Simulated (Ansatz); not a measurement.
# How ZnIn (hypothetical, Fm-3m) expands on warming, part 2 of 3

Aim: the lattice, expansion, heat capacity and bulk modulus of ZnIn (hypothetical) as it warms. The crystal structure is hypothetical: it was made by swapping elements on a known structure type.

Ansatz 0.2.0; DFT PBE, scalar-relativistic, plane waves, PAW.

So far. Step 2 (A first coarse run): The start is under 41 GPa at this level and looks like a metal on this mesh.

## Step 4: Relaxation

Phonons are second derivatives about a minimum, so cell and atoms are relaxed first, inside the symmetry of the start.

input.yaml

```yaml
crystal:
  lattice:
    - [0.0, 2.8532297924, 2.8532297924]
    - [2.8532297924, 0.0, 2.8532297924]
    - [2.8532297924, 2.8532297924, 0.0]
  atoms:
    - { symbol: In, position: [0.0, 0.0, 0.0] }
    - { symbol: Zn, position: [0.5, 0.5, 0.5] }
kpoints:
  mp_grid: { grid: [12, 12, 12] }
hamiltonian:
  xc: pbe
scf:
  occupations: { method: gaussian, width: 0.1 }
output:
  forces: true
  stress: true
  eigenvalues: true
  write_density: true
  write_potential: true
  elf: true
  volumetric_format: npy
relax:
  adjacent_minimum: "off"
  f_tol: 0.005
  max_steps: 80
  cell: { stress_tol: 0.05 }
```

Launch:

```
> ansatz run input.yaml --threads 4 --pin off --max-ram 8192MiB --backend cpu --events-out ev --progress --plain --runs-dir out
```

Numbers of over 12 decimals in the logs are rounded to 6 here.

What it wrote:

```text
[...]
Crystal: 2 atoms, lattice volume = 46.456 Å³
Basis set: ecut = 420 eV, 893 PW (Γ), exchange–correlation on 54×54×54 points (8 copies of the dense FFT grid, shifted against one another)
Bands: 17, of which v1, the nominal top of the filled ones, is band 13 counted from 1 (12 counted from 0)
Symmetry: 48 space group operations
[...]
k-points: 72 of 1728
[...]
SCF iter   1: F=—  HF=-8916.550747 eV  |F-HF|=—  |Δ(HF+E_count)|=         —  Δρ=1.16e-3  dr2=3.73e-4  ethr=1.77e-3  ⟨swp⟩=5.6  Hψ=5903  notcnv=0
[...]
SCF iter   7: F=-8916.549804 eV  HF=-8916.549804 eV  |F-HF|=5.75e-8  |Δ(HF+E_count)|=   8.95e-8  Δρ=1.27e-5  dr2=4.83e-8  ethr=4.00e-10  ⟨swp⟩=9.3  Hψ=7200  notcnv=0
SCF 1 converged in 7 iterations: F = -8916.549804 eV  dr2 = 4.83e-8
[...]
relax step   1: F+E_penalty+E_count = -8916.54980385 eV  Δ(F+E_penalty+E_count) = +0.000e0 eV  max|allowed force component| = 3.821e-29 eV/Å  Δτ_max = 0.0000 Å  P = +0.581 GPa  Ω = 46.456 Å³  (7 SCF iters, dr2 threshold 1.00e-7 eV, accepted)
Crystal: 2 atoms, lattice volume = 47.171 Å³
Basis set: ecut = 420 eV, 941 PW (Γ), exchange–correlation on 54×54×54 points (8 copies of the dense FFT grid, shifted against one another)
[...]
SCF iter   5: F=-8916.550777 eV  HF=-8916.550777 eV  |F-HF|=2.28e-8  |Δ(HF+E_count)|=   4.48e-7  Δρ=1.72e-5  dr2=8.60e-8  ethr=8.00e-10  ⟨swp⟩=9.3  Hψ=9073  notcnv=0
SCF 2 converged in 5 iterations: F = -8916.550777 eV  dr2 = 8.60e-8
relax step   2: F+E_penalty+E_count = -8916.55077729 eV  Δ(F+E_penalty+E_count) = -9.734e-4 eV  max|allowed force component| = 8.809e-30 eV/Å  Δτ_max = 0.0000 Å  P = -0.030 GPa  Ω = 47.171 Å³  energy of the carried Pulay correction = -2.321e-4 eV  (5 SCF iters, dr2 threshold 2.00e-7 eV, accepted)
Basis set: ecut = 420 eV, 941 PW (Γ), exchange–correlation on 60×60×60 points (8 copies of the dense FFT grid, shifted against one another)
[...]
SCF iter   7: F=-8916.551012 eV  HF=-8916.551012 eV  |F-HF|=2.73e-11  |Δ(HF+E_count)|=   1.01e-9  Δρ=1.47e-7  dr2=6.81e-12  ethr=1.00e-12  ⟨swp⟩=5.6  Hψ=4921  notcnv=0
SCF 3 converged in 7 iterations: F = -8916.551012 eV  dr2 = 6.81e-12
relax step   3: F+E_penalty+E_count = -8916.55101218 eV  Δ(F+E_penalty+E_count) = -2.349e-4 eV  max|allowed force component| = 1.581e-29 eV/Å  Δτ_max = 0.0000 Å  P = -0.031 GPa  Ω = 47.171 Å³  stress off target by 3.13e-2 GPa  SCF on the basis re-selected at this cell (its energy is not comparable with the rows above)  (7 SCF iters)
[...]
SCF converged after 7 iterations
Free energy (F): -8916.551012 eV
[...]
Internal energy: -8916.547583 eV  (E = F + TS)
E sigma→0 (E₀):  -8916.549298 eV
Entropy (-TS):   -0.003429 eV (-1.715 meV/atom)
Fermi energy:    8.637844 eV
[...]
--- Stress (GPa, compression-positive) ---
       -0.031285       0.000000       0.000000
        0.000000      -0.031285       0.000000
        0.000000       0.000000      -0.031285
  P = ⅓ Tr σ = -0.0313 GPa (-0.313 kbar)
--- Band table (eV; the first three rows and the last of 72) ---
  k-point 0: bands = [... 9 lower, 1.4907, 1.4907, 12.1110, 12.1110, 12.1110, 14.1012, 17.1717, 17.1717]
  k-point 1: bands = [... 9 lower, 1.4839, 1.4839, 11.0924, 12.1009, 12.1009, 14.7012, 16.5372, 17.2693]
  k-point 2: bands = [... 9 lower, 1.4821, 1.4821, 9.4118, 12.0942, 12.0942, 14.8340, 16.2824, 16.2824]
  k-point 71: bands = [... 9 lower, 1.5367, 4.9776, 5.6277, 6.7971, 6.7971, 14.8346, 15.0646, 17.3528]
--- Relaxed structure (2 steps of the walk, 2 accepted, 1 SCFs on fresh bases) ---
[...]
cell:  # Å, volume = 47.1715 Å³
    - [0, 2.867806, 2.867806]
    - [2.867806, 0, 2.867806]
    - [2.867806, 2.867806, 0]
  atoms:
    - { symbol: In, position: [0, 0, 0] }
    - { symbol: Zn, position: [0.5, 0.5, 0.5] }
```

It took 2.5 s on 4 threads of Arm Neoverse V2, shared host; peak memory 0.4 GiB; 9.2 s of CPU time.

Step by step:

```tsv
step	energy less that of the first step (eV)	largest force component (eV/Å)	pressure (GPa)	volume (Å³)
1	0.0000	0.0000	0.58	46.46
2	-0.0010	0.0000	-0.03	47.17
3*	-0.0012	0.0000	-0.03	47.17
```

Relaxation steps marked * repeat the geometry before them on a plane-wave basis chosen anew for their cell, so energy and pressure can jump there.

Forces are held to the 48 operations that the run works with; a distortion that breaks them can't arise in this run.

```tsv
conventional cell, symmetrised	before	after	change
a (Å)	5.706	5.736	+0.5 %
b (Å)	5.706	5.736	+0.5 %
c (Å)	5.706	5.736	+0.5 %
volume (Å³/atom)	23.23	23.59	+1.5 %
```

Final coordinates:

```
In Zn
1.0
     0.00000    2.86781    2.86781
     2.86781    0.00000    2.86781
     2.86781    2.86781    0.00000
In Zn
1 1
Direct
  0.00000 0.00000 0.00000
  0.50000 0.50000 0.50000
```

Numbers from this step:

| Item | Value |
| --- | --- |
| pressure | -0.03129 GPa |
| volume per atom | 23.59 Å³ |

Electrostatic potential energy in the ac plane of the cell as run, not the conventional one, at fractional y = 0.500, with atoms of Zn within 0.2 Å of it. With pseudopotentials it is smooth inside the atoms' cores, unlike the true potential.

Ten even steps from '_' (-34 eV) to '@' (11 eV), each cell a mean:
```
@@@@@@@@@@@@@@@@@@@@@@@@@@@@
@@@@@@@@@@@@@@@@@@@@@@@@@@@@
@@@@@@@@%%%%%%@@@@@@@@@@@@@@
@@@@@@%%**++++##%%@@@@@@@@@@
@@@@@@##==::..::++%%@@@@@@@@
@@@@@@##--..____::++%%@@@@@@
@@@@@@%%==..______::##@@@@@@
@@@@@@@@##--______..++%%@@@@
@@@@@@@@@@##--....::++%%@@@@
@@@@@@@@@@@@##==--==**%%@@@@
@@@@@@@@@@@@@@%%####%%@@@@@@
@@@@@@@@@@@@@@@@@@@@@@@@@@@@
@@@@@@@@@@@@@@@@@@@@@@@@@@@@
@@@@@@@@@@@@@@@@@@@@@@@@@@@@
```
Columns run along a (4.1 Å; values clipped at the 3rd and 97th percentile), rows up along c (4.1 Å). Atoms in or near the plane, at fractional coordinates: Zn at (0.50, 0.50).

Valence density in the ac plane of the cell as run, not the conventional one, at fractional y = 0.500, with atoms of Zn within 0.2 Å of it. It is the smooth field of the valence electrons, not physical close to the nuclei.

Ten steps, logarithmic in the rise over the least value, from '0' (0 e/Å³) to '9' (34 e/Å³), each cell a mean:
```
00000000000000
00000000000000
00000100000000
00001221000000
00012454210000
00013587420000
00002599741000
00001379852000
00000135542100
00000012321000
00000000110000
00000000000000
00000000000000
00000000000000
```
Columns run along a (4.1 Å), rows up along c (4.1 Å). Atoms in or near the plane, at fractional coordinates: Zn at (0.50, 0.50).

ELF in the ac plane of the cell as run, not the conventional one, at fractional y = 0.500, with atoms of Zn within 0.2 Å of it. It is the smooth field of the valence electrons, not physical close to the nuclei.

Ten even steps from '_' (0.00) to '@' (0.27), each cell a mean:
```
####%%@@@@@@%%##############
##%%@@@@@@@@@@@@%%##########
%%@@@@%%%%%%%%@@@@@@%%######
%%@@@@%%########%%@@@@%%####
%%@@@@%%**--::==##%%@@@@####
##@@@@%%++..____--##%%@@%%##
**%%@@%%**::______==##@@@@##
**##@@@@##==______::##%%@@%%
####%%@@%%##==::..--##%%@@@@
%%####%%@@%%##**++**##%%@@@@
%%######%%@@@@%%%%%%%%%%@@@@
##########%%@@@@@@@@@@@@@@%%
##############%%@@@@@@@@%%##
**####%%%%##****##%%%%%%####
```
Columns run along a (4.1 Å), rows up along c (4.1 Å). Atoms in or near the plane, at fractional coordinates: Zn at (0.50, 0.50).

The relaxation ends with a pressure of -0.03 GPa.

## Step 5: Relaxing to small residual forces and stress

The thresholds are tightened for a last relaxation ahead of the phonons, and where mesh or smearing change with them the cell follows.

input.yaml

```yaml
crystal:
  lattice:
    - [0.0, 2.867806004, 2.867806004]
    - [2.867806004, 0.0, 2.867806004]
    - [2.867806004, 2.867806004, 0.0]
  atoms:
    - { symbol: In, position: [0.0, 0.0, 0.0] }
    - { symbol: Zn, position: [0.5, 0.5, 0.5] }
kpoints:
  mp_grid: { grid: [12, 12, 12] }
hamiltonian:
  xc: pbe
scf:
  occupations: { method: methfessel_paxton, width: 0.15 }
output:
  forces: true
  stress: true
  eigenvalues: true
relax:
  adjacent_minimum: "off"
  f_tol: 0.001
  max_steps: 60
  cell: { stress_tol: 0.01 }
```

What it wrote:

```text
[...]
Crystal: 2 atoms, lattice volume = 47.171 Å³
Basis set: ecut = 420 eV, 941 PW (Γ), exchange–correlation on 60×60×60 points (8 copies of the dense FFT grid, shifted against one another)
Bands: 17, of which v1, the nominal top of the filled ones, is band 13 counted from 1 (12 counted from 0)
Symmetry: 48 space group operations
[...]
k-points: 72 of 1728
[...]
k-point 71: bands = [... 9 lower, 1.5492, 4.9927, 5.6413, 6.8084, 6.8084, 14.8564, 15.0855, 17.3714]
--- Relaxed structure (2 steps of the walk, 2 accepted, 1 SCFs on fresh bases) ---
[...]
cell:  # Å, volume = 47.1164 Å³
    - [0, 2.866691, 2.866691]
    - [2.866691, 0, 2.866691]
    - [2.866691, 2.866691, 0.0]
  atoms:
    - { symbol: In, position: [0, 0, 0] }
    - { symbol: Zn, position: [0.5, 0.5, 0.5] }
[key lines of the parts left out:]
SCF converged after 7 iterations
Free energy (F): -8916.548882 eV
Fermi energy:    8.650262 eV
P = ⅓ Tr σ = 0.0011 GPa (0.011 kbar)
```

Elapsed: 2.4 s, on 4 threads; peak memory 0.4 GiB.

Little changed from the start: no atom moved by 0.005 Å and no cell edge by 0.1 %.

This step gave:

* pressure: 0.001143 GPa
* volume per atom: 23.56 Å³

The residual pressure is 0.0011 GPa, small enough for phonons.

## Step 6: An input with a fault

This input was changed on purpose, to see how the program answers.

input.yaml

```yaml
crystal:
  lattice:
    - [0.0, 2.8666907552, 2.8666907552]
    - [2.8666907552, 0.0, 2.8666907552]
    - [2.8666907552, 2.8666907552, 0.0]
  atoms:
    - { symbol: In, position: [0.0, 0.0, 0.0] }
    - { symbol: Zn, position: [0.5, 0.5, 0.5] }
kpoints:
  mp_grid: { grid: [12, 12, 12] }
hamiltonian:
  xc: pbe
scf:
  occupations: { method: methfessel_paxton, width: 0.15 }
  max_iter: 60
output:
  eigenvalues: true
phonons:
  method: dfpt
  qmesh: [4, 4, 4]
  temperatures: { t_max: 500, t_step: -50 }
  thermal_expansion: {}
```

What it wrote:

```text
Error: invalid value for `phonons.temperatures.t_step`: must be finite and > 0; got -50 K
```

Wall time 0.02 s (4 threads); peak memory 0.032 GiB.

The input was rejected at the start.

The program's message: “Error: invalid value for `phonons.temperatures.t_step`: must be finite and > 0; got -50 K”

The fault put into the input: a negative temperature step.

## Step 7: The quasi-harmonic study, q-mesh 2×2×2

The study relaxes the crystal at several strains, solves the phonons on some of them and minimises the free energy at each temperature (static energy, vibrations, the electrons in a metal, and PV under a set pressure); the q-mesh sets how far the force constants reach.

input.yaml, the sections that differ from step 6:

```yaml
scf:
  occupations: { method: methfessel_paxton, width: 0.15 }
phonons:
  method: dfpt
  qmesh: [2, 2, 2]
  temperatures: { t_max: 650.0, t_step: 50 }
  thermal_expansion: {}
# crystal, kpoints, hamiltonian, output: as in step 6
```

What it wrote:

```text
The last accepted step is kept in <dir> (removed where the run ends without a failure and the disk answers)
Engine: ansatz 0.2.0, aarch64-unknown-linux-gnu
Pseudopotentials: kind: paw
Pseudopotential: In, paw, valence charge 13, recommended cutoff 420 eV (normal), In.paw.azcp
Pseudopotential: Zn, paw, valence charge 12, recommended cutoff 420 eV (normal), Zn.paw.azcp
Functional definition: PBE
  parameter kappa = 0.804
  parameter beta = 0.066725
  exchange = pbe_x(kappa = kappa, mu = beta*pi^2/3)
  correlation = pbe_c(beta = beta)
Crystal: 2 atoms, lattice volume = 47.116 Å³
Basis set: ecut = 487.2 eV, 1139 PW (Γ), exchange–correlation on 60×60×60 points (8 copies of the dense FFT grid, shifted against one another)
Bands: 17, of which v1, the nominal top of the filled ones, is band 13 counted from 1 (12 counted from 0)
Symmetry: 48 space group operations
Space group: Fm-3m (ITA 225), of the structure as read, at distance tolerance 3.6e-5 Å
k-points: 72 of 1728
Non-local potential: In, projectors of the file, l = 0: 2, l = 1: 2, l = 2: 2, l = 3: 2
Non-local potential: Zn, projectors of the file, l = 0: 2, l = 1: 2, l = 2: 3, l = 3: 1
PAW form: soft (Blöchl's): semilocal exchange-correlation on the pseudo side does not see the compensation charge
PAW one-centre angular grid: In, 590 points (default); XC on 64 Gauss nodes
PAW one-centre angular grid: Zn, 590 points (default); XC on 64 Gauss nodes
Initial density: superposition of atomic densities (neutral atoms: chi_scale 0, normalization atom), corrected by the library's trained network
Initial wavefunctions: pseudopotential atomic-orbital guess
Functional: x = pbe(κ = 0.804, μ = 0.219515), c = pbe(β = 0.066725)
SCF iter   1: F=—  HF=-8916.551942 eV  |F-HF|=—  |Δ(HF+E_count)|=         —  Δρ=1.22e-3  dr2=3.71e-4  ethr=1.77e-3  ⟨swp⟩=5.4  Hψ=6013  notcnv=0
preconditioner: auto → Kerker (q_TF=auto, 2.455 Å⁻¹)  [metal: Δε(μ)=0.080 eV  Ē_g=14.262 eV  σ=0.150 eV  W_gap=0.43  n_scr=14 (ndim 8)  ℏωp=27.0 eV  f_vac=0.000  D(μ)=0.66/eV (n_scr^D=0)]
SCF iter   2: F=—  HF=-8916.551112 eV  |F-HF|=—  |Δ(HF+E_count)|=   8.30e-4  S|Δr|=    0.00e0  Δρ=6.42e-4  dr2=1.34e-4  ethr=1.49e-6  ⟨swp⟩=2.0  Hψ=2599  notcnv=0
SCF iter   3: F=—  HF=-8916.551178 eV  |F-HF|=—  |Δ(HF+E_count)|=   6.61e-5  S|Δr|=    0.00e0  Δρ=4.18e-4  dr2=6.37e-5  ethr=5.35e-7  ⟨swp⟩=2.2  Hψ=1805  notcnv=0
SCF iter   4: F=—  HF=-8916.551217 eV  |F-HF|=—  |Δ(HF+E_count)|=   3.85e-5  S|Δr|=    0.00e0  Δρ=2.53e-4  dr2=2.45e-5  ethr=2.55e-7  ⟨swp⟩=2.0  Hψ=1717  notcnv=0
SCF iter   5: F=—  HF=-8916.551215 eV  |F-HF|=—  |Δ(HF+E_count)|=   1.69e-6  S|Δr|=    0.00e0  Δρ=8.60e-5  dr2=4.44e-6  ethr=9.80e-8  ⟨swp⟩=2.0  Hψ=1606  notcnv=0
[...]
E_band       = -18.786853
  E_kinetic    = 371.544649
  E_local      = -2887.288063  (includes V_loc(G=0)·N_el)
  E_nonlocal   = 976.947091
  E_hartree    = 1181.475472
  E_xc         = -352.699602
  E_vxc        = -151.170651  (∫ρ·V_xc dr)
  E_paw        = -5977.462571  (= ΣΔE_a)
  E_vpaw       = -691.770694  (= ΣTr[D̂ρ^β])
  E_aug_tail   = -0.000098  (compensation charges beyond the density's cutoff)
  E_ewald      = -2229.069608
  E_smearing   = 0.001514  (= −TS)
  E_closure    = 0.000000  (closes the sum)
  Σ components = -8916.551216   (vs F -8916.551216, Δ=0.00e0)
--- Forces (eV/Å), atoms counted from 1 ---
  atom   1  In    -0.00000000     0.00000000     0.00000000
  atom   2  Zn     0.00000000    -0.00000000    -0.00000000
  max |Σ_I F_I| component: 6.55e-29 eV/Å
--- Stress (GPa, compression-positive) ---
       -0.001118      -0.000000       0.000000
        0.000000      -0.001118      -0.000000
       -0.000000       0.000000      -0.001118
  P = ⅓ Tr σ = -0.0011 GPa (-0.011 kbar)
--- Band table (eV; the first three rows and the last of 72) ---
  k-point 0: bands = [... 9 lower, 1.5003, 1.5003, 12.1277, 12.1277, 12.1277, 14.1297, 17.1891, 17.1891]
  k-point 1: bands = [... 9 lower, 1.4935, 1.4935, 11.1096, 12.1175, 12.1175, 14.7279, 16.5531, 17.2887]
  k-point 2: bands = [... 9 lower, 1.4916, 1.4916, 9.4277, 12.1107, 12.1107, 14.8561, 16.3013, 16.3013]
  k-point 71: bands = [... 9 lower, 1.5463, 4.9916, 5.6410, 6.8077, 6.8077, 14.8557, 15.0845, 17.3696]
── thermal expansion: 3 new cells, 3 in all ──
thermal expansion: relaxation of cell 2
thermal expansion: relaxation of cell 3
── thermal expansion: 2 new cells, 5 in all ──
thermal expansion: relaxation of cell 4
thermal expansion: lower-state search of cell 4
thermal expansion: electrons of cell 4
thermal expansion: phonons of cell 4
WARN: thermal expansion, phonons of cell 4: eigensolver did not converge (k=27): 1 band(s) unlocked after 20 sweeps at ethr=1.00e-12 eV (lowest unlocked band 16, counted from 0; max residual 4.84e-6 eV among the unlocked bands, 4.84e-6 eV over every band)
WARN: thermal expansion: eigensolver_not_converged in the phonons of 1 cell: 4
WARN: thermal expansion: vibrations_at_or_below_zero in the phonons of 1 cell: 4
this run last wrote the structure of step 1 to <dir>
--- Relaxed structure (1 steps of the walk, 1 accepted, 0 SCFs on fresh bases) ---
  F+E_penalty+E_count = -8916.55121616 eV   max|allowed force component| = 3.455e-29 eV/Å
  atoms:
    - { symbol: In, position: [0.0, 0.0, 0.0] }
    - { symbol: Zn, position: [0.5, 0.5, 0.5] }
--- Thermal expansion: 5 cells in 2 rounds, 0 GPa ---
  no lower state was reached at cell 4; its state was not examined: fill_not_monotonic
  not told: vibrations stand at or below zero in cell 4 (1.125 modes a cell, the lowest at -28.8 cm⁻¹): the crystal is at no minimum there, or its k-points are too few: type the crystal that it becomes, another pressure, or a denser kpoints.mp_grid, in a new run
  eigensolver_not_converged in the phonons of 1 cell: 4
  vibrations_at_or_below_zero in the phonons of 1 cell: 4
Error: vibrations stand at or below zero in cell 4 (1.125 modes a cell, the lowest at -28.8 cm⁻¹): the crystal is at no minimum there, or its k-points are too few: type the crystal that it becomes, another pressure, or a denser kpoints.mp_grid, in a new run
[key lines of the parts left out:]
SCF converged after 10 iterations
Free energy (F): -8916.551216 eV
Fermi energy:    8.649505 eV
```

Run time: 74 s. Hardware: 4 threads; peak memory 1.5 GiB.

The run ended with an error.

The program's message: “vibrations stand at or below zero in cell 4 (1.125 modes a cell, the lowest at -28.8 cm⁻¹): the crystal is at no minimum there, or its k-points are too few: type the crystal that it becomes, another p …”

[end of part 2 of 3]

[Logs are printed without paths, hosts, clocks, repeated set-up lines and the standing remarks that a program may print on its own settings, such as how far it seeks lower states.]

[Hosts, paths, dates, database ids (printed as entryN), source tags and the programs' standing remarks are cut or masked in the printed files.]

[A step with changed settings may run another functional than the one named; its input shows which.]
